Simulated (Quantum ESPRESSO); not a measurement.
## CoO: which magnetic order is lowest

A self-consistent run ends on one state, which hangs on the start. Several orders of CoO are started in Quantum ESPRESSO and their energies compared.

Main program and level: Quantum ESPRESSO 7.5; PBEsol with U = 3.5 eV on Co d (ortho-atomic projectors); plane waves with GBRV 1.5 PBEsol potentials, no spin-orbit coupling.

## Step 1: The structure

It takes space group Fm-3m (No. 225, cubic). Conventional cell: a = 4.263 Å, b = 4.263 Å, c = 4.263 Å, α = 90.00°, β = 90.00°, γ = 90.00°. Nearest to Co lie 6 O at 2.13 Å. Nearest to O lie 6 Co at 2.13 Å. Farther neighbours and most contacts between anions are not listed.

The cell comes from the Crystallography Open Database.

## Step 2: Run 1, typed as ferro +

The signs are those of the starting moments on the seeded atoms, the atoms that are given a moment.

Input file pw.in:

```
&CONTROL
  calculation = 'scf'
  prefix = 'pwscf'
  outdir = './tmp'
  pseudo_dir = './pseudo'
  disk_io = 'nowf'
/
&SYSTEM
  ibrav = 0
  celldm(1) = 8
  nat = 2
  ntyp = 2
  ecutwfc = 40
  ecutrho = 280
  nbnd = 20
  occupations = 'smearing'
  smearing = 'fd'
  degauss = 0.00367493
  nspin = 2
  starting_magnetization(1) = 0.1765
  starting_magnetization(2) = 0
/
&ELECTRONS
  conv_thr = 4d-09
  electron_maxstep = 150
  mixing_beta = 0.3
/
ATOMIC_SPECIES
Co     58.9332 co_pbesol_v1.2.uspp.F.UPF
O      15.9990 o_pbesol_v1.2.uspp.F.UPF
CELL_PARAMETERS alat
   0.0000000000000    0.5034939043300    0.5034939043300
   0.5034939043300    0.0000000000000    0.5034939043300
   0.5034939043300    0.5034939043300    0.0000000000000
ATOMIC_POSITIONS crystal
Co      0.0000000000    0.0000000000    0.0000000000
O       0.5000000000    0.5000000000    0.5000000000
K_POINTS automatic
8 8 8 0 0 0
HUBBARD {ortho-atomic}
U Co-3d 3.5000
```

Run with:

```console
$ OMP_NUM_THREADS=1 mpirun -n 4 pw.x -nk 4 -in pw.in > pw.out
```

The program printed:

```text
Program PWSCF v.7.5 starts

     Message from routine setup:
     using ibrav=0 with symmetry is DISCOURAGED, use correct ibrav instead

     K-points division:     npool     =       4
     Subspace diagonalization in iterative solution of the eigenvalue problem:

     G-vector sticks info
     --------------------
     sticks:   dense  smooth     PW     G-vecs:    dense   smooth      PW
     Sum         637     361    121                10417     4477     893

     Using Slab Decomposition

     bravais-lattice index     =            0
     lattice parameter (alat)  =       8.0000  a.u.
     unit-cell volume          =     130.7021 (a.u.)^3
     number of atoms/cell      =            2
     number of atomic types    =            2
     number of electrons       =        23.00
     number of Kohn-Sham states=           20
     kinetic-energy cutoff     =      40.0000  Ry
     charge density cutoff     =     280.0000  Ry
     scf convergence threshold =      4.0E-09
     mixing beta               =       0.3000
     number of iterations used =            8  plain     mixing
     Exchange-correlation= SLA  PW   PSX  PSC
                           (   1   4  10   8   0   0   0)
     Hubbard projectors: ortho-atomic
     Hubbard parameters of DFT+U (Dudarev formulation) in eV:
     U(Co-3d) =  3.5000

     Internal variables: lda_plus_u =T, lda_plus_u_kind = 0

     Internal variables: orbital_resolved =F, hub_pot_fix =F, apply_U = F

     celldm(1)=   8.000000  celldm(2)=   0.000000  celldm(3)=   0.000000
     celldm(4)=   0.000000  celldm(5)=   0.000000  celldm(6)=   0.000000

     crystal axes: (cart. coord. in units of alat)
               a(1) = (   0.000000   0.503494   0.503494 )
               a(2) = (   0.503494   0.000000   0.503494 )
               a(3) = (   0.503494   0.503494   0.000000 )

     reciprocal axes: (cart. coord. in units 2 pi/alat)
               b(1) = ( -0.993061  0.993061  0.993061 )
               b(2) = (  0.993061 -0.993061  0.993061 )
               b(3) = (  0.993061  0.993061 -0.993061 )

     PseudoPot. # 1 for Co read from file:
     co_pbesol_v1.2.uspp.F.UPF
     Pseudo is Ultrasoft + core correction, Zval = 17.0
     Generated by new atomic code, or converted to UPF format
     Using radial grid of  863 points,  6 beta functions with:
                l(1) =   0
                l(2) =   0
                l(3) =   1
                l(4) =   1
                l(5) =   2
                l(6) =   2
     Q(r) pseudized with  8 coefficients,  rinner =    1.200   1.200   1.200
                                                       1.200   1.200

     PseudoPot. # 2 for O  read from file:
     o_pbesol_v1.2.uspp.F.UPF
     Pseudo is Ultrasoft + core correction, Zval =  6.0
     Generated by new atomic code, or converted to UPF format
     Using radial grid of  737 points,  5 beta functions with:
                l(1) =   0
                l(2) =   0
                l(3) =   1
                l(4) =   1
                l(5) =   2
     Q(r) pseudized with  8 coefficients,  rinner =    0.900   0.900   0.900
                                                       0.900   0.900

     atomic species   valence    mass     pseudopotential
     Co               17.00    58.93320     Co( 1.00)
     O                 6.00    15.99900     O ( 1.00)

     Starting magnetic structure
     atomic species   magnetization
     Co              0.176
     O               0.000

     48 Sym. Ops., with inversion, found

   Cartesian axes

     site n.     atom                  positions (alat units)
         1        Co     tau(   1) = (   0.0000000   0.0000000   0.0000000  )
         2        O      tau(   2) = (   0.5034939   0.5034939   0.5034939  )

     number of k points=    29  Fermi-Dirac smearing, width (Ry)=  0.0037
                       cart. coord. in units 2pi/alat
        k(    1) = (   0.0000000   0.0000000   0.0000000), wk =   0.0019531
        k(    2) = (   0.1241326   0.1241326  -0.1241326), wk =   0.0156250
        k(    3) = (   0.2482652   0.2482652  -0.2482652), wk =   0.0156250
        k(    4) = (   0.3723978   0.3723978  -0.3723978), wk =   0.0156250
        k(    5) = (  -0.4965303  -0.4965303   0.4965303), wk =   0.0078125
        [... 24 further k-points ...]

     Dense  grid:    10417 G-vectors     FFT dimensions: (  32,  32,  32)

     Smooth grid:     4477 G-vectors     FFT dimensions: (  24,  24,  24)

     Check: negative core charge=   -0.000039
     Generating pointlists ...
     new r_m :   0.2077 (alat units)  1.6615 (a.u.) for type    1
     new r_m :   0.2077 (alat units)  1.6615 (a.u.) for type    2

     Initial potential from superposition of free atoms

     starting charge      22.0000, renormalised to      23.0000

     STARTING HUBBARD OCCUPATIONS:

     =================== HUBBARD OCCUPATIONS ===================
     ------------------------ ATOM    1 ------------------------
     Tr[ns(  1)] (up, down, total) =   5.00000  2.00000  7.00000
     Atomic magnetic moment for atom   1 =   3.00000
     [... lines left out ...]
     Number of occupied Hubbard levels =    7.0000

     Atomic wfc used for Hubbard projectors are orthogonalized

     Starting wfcs are   17 randomized atomic wfcs +    3 random wfcs

     Self-consistent Calculation

     iteration #  1     ecut=    40.00 Ry     beta= 0.30
     Davidson diagonalization with overlap
     ethr =  1.00E-02,  avg # of iterations =  5.1

     =================== HUBBARD OCCUPATIONS ===================
     ------------------------ ATOM    1 ------------------------
     Tr[ns(  1)] (up, down, total) =   4.63332  0.90692  5.54024
     Atomic magnetic moment for atom   1 =   3.72639
     [... lines left out ...]
     Number of occupied Hubbard levels =    5.5402

     total energy              =    -328.48221399 Ry
     estimated scf accuracy    <       6.15023175 Ry

     total magnetization       =     3.68 Bohr mag/cell
     absolute magnetization    =     3.76 Bohr mag/cell

     iteration #  2     ecut=    40.00 Ry     beta= 0.30
     Davidson diagonalization with overlap
     ethr =  1.00E-02,  avg # of iterations =  2.1

     total energy              =    -329.44502519 Ry
     estimated scf accuracy    <       5.30724021 Ry

     total magnetization       =     0.99 Bohr mag/cell
     absolute magnetization    =     1.02 Bohr mag/cell

     iteration #  3     ecut=    40.00 Ry     beta= 0.30
     Davidson diagonalization with overlap
     ethr =  1.00E-02,  avg # of iterations =  1.0

     total energy              =    -330.27248585 Ry
     estimated scf accuracy    <       0.20834317 Ry

     total magnetization       =     3.02 Bohr mag/cell
     absolute magnetization    =     3.05 Bohr mag/cell

     [... further iterations left out ...]

     iteration # 11     ecut=    40.00 Ry     beta= 0.30
     Davidson diagonalization with overlap
     ethr =  6.23E-08,  avg # of iterations =  1.5

     total energy              =    -330.30388174 Ry
     estimated scf accuracy    <       0.00000149 Ry

     total magnetization       =     3.00 Bohr mag/cell
     absolute magnetization    =     3.02 Bohr mag/cell

     iteration # 12     ecut=    40.00 Ry     beta= 0.30
     Davidson diagonalization with overlap
     ethr =  6.49E-09,  avg # of iterations =  2.0

     total energy              =    -330.30388213 Ry
     estimated scf accuracy    <       0.00000012 Ry

     total magnetization       =     2.99 Bohr mag/cell
     absolute magnetization    =     3.02 Bohr mag/cell

     iteration # 13     ecut=    40.00 Ry     beta= 0.30
     Davidson diagonalization with overlap
     ethr =  5.12E-10,  avg # of iterations =  2.1

     total energy              =    -330.30388219 Ry
     estimated scf accuracy    <       0.00000008 Ry

     total magnetization       =     3.00 Bohr mag/cell
     absolute magnetization    =     3.02 Bohr mag/cell

     iteration # 14     ecut=    40.00 Ry     beta= 0.30
     Davidson diagonalization with overlap
     ethr =  3.57E-10,  avg # of iterations =  1.2

     Magnetic moment per site  (integrated on atomic sphere of radius R)
     atom   1 (R=0.208)  charge= 14.5898  magn=  2.6094
     atom   2 (R=0.208)  charge=  5.7640  magn=  0.2835

     End of self-consistent calculation

     =================== HUBBARD OCCUPATIONS ===================
     ------------------------ ATOM    1 ------------------------
     Tr[ns(  1)] (up, down, total) =   4.97500  2.31050  7.28550
     Atomic magnetic moment for atom   1 =   2.66450
     [... lines left out ...]
     Number of occupied Hubbard levels =    7.2855

     [... lines left out ...]
     the Fermi energy is    13.1076 ev

!    total energy              =    -330.30388221 Ry
     estimated scf accuracy    <          1.7E-09 Ry
     smearing contrib. (-TS)   =      -0.00254758 Ry
     internal energy E=F+TS    =    -330.30133463 Ry

     The total energy is F=E-TS. E is the sum of the following terms:
     one-electron contribution =    -182.78539488 Ry
     hartree contribution      =     104.49708550 Ry
     xc contribution           =     -39.56674819 Ry
     ewald contribution        =    -212.56286172 Ry
     Hubbard energy            =       0.11658467 Ry

     total magnetization       =     3.00 Bohr mag/cell
     absolute magnetization    =     3.02 Bohr mag/cell

     convergence has been achieved in  14 iterations

=------------------------------------------------------------------------------=
   JOB DONE.
=------------------------------------------------------------------------------=
```

Elapsed: 5.4 s, on 4 MPI ranks of Arm Neoverse V1, shared host; peak memory 0.25 GiB; 21 s of CPU time.

Spin moment in the atom's sphere by atom:

| atom | spin moment in the atom's sphere (μB) |
| --- | --- |
| Co1 | 2.61 |
| O2 | 0.28 |

Read from the output:

```yaml
smearing_term_ts: 0.03466 eV
magnetization: 2.995 μB
absolute_magnetization: 3.024 μB
final_state: ferromagnetic
```

(Part 1 of 2 ends here.)

[Logs and program files are shortened in this print: banners, set-up blocks, solver, clock and traceback lines can be left out without a mark of their own.]

[Logs are printed without paths, hosts, clocks, repeated set-up lines and the standing remarks that a program may print on its own settings, such as how far it seeks lower states.]

[Hosts, paths, dates, database ids (printed as entryN), source tags and the programs' standing remarks are cut or masked in the printed files.]

[Where a cell is said to come from a database of computed structures, the database is the Materials Project.]
